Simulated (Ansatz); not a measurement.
# Direct or indirect: NbSeN sheet (P4/nmm)

```xyz
6
Lattice="3.4502 0.0000 0.0000 0.0000 3.4502 0.0000 0.0000 0.0000 20.3700" Properties=species:S:1:pos:R:3 pbc="T T T"
Nb    1.7251    1.7251    9.0287
Nb    0.0000    0.0000   11.3413
Se    0.0000    0.0000    7.4981
Se    1.7251    1.7251   12.8719
N     1.7251    0.0000   10.1850
N     0.0000    1.7251   10.1850
```

Method: Ansatz, PBE, independent particles, without spin-orbit coupling, line width 0.15 eV (Gaussian). The band structure gives a fundamental gap of 0.15 eV. The spectrum of vertical transitions near the edge:

```tsv
E (eV)	absorbance (%), E ∥ xy
0.00	0.00
0.12	0.03
0.24	0.29
0.36	1.25
0.48	2.43
0.60	2.82
0.72	2.67
0.84	2.59
0.96	2.84
1.08	3.37
1.20	3.85
1.32	3.85
1.44	3.41
1.56	2.93
```

Question: Is the gap direct or indirect, and about where do vertical transitions set in?

Answer: Direct: the band path has its least direct gap at the fundamental one, 0.15 eV, and the curves rise from there. Lines are broadened by 0.15 eV, which spreads the edge.

Cells made by substitution are models, which may or may not match a known phase.

[Logs are printed without paths, hosts, clocks, repeated set-up lines and the standing remarks that a program may print on its own settings, such as how far it seeks lower states.]
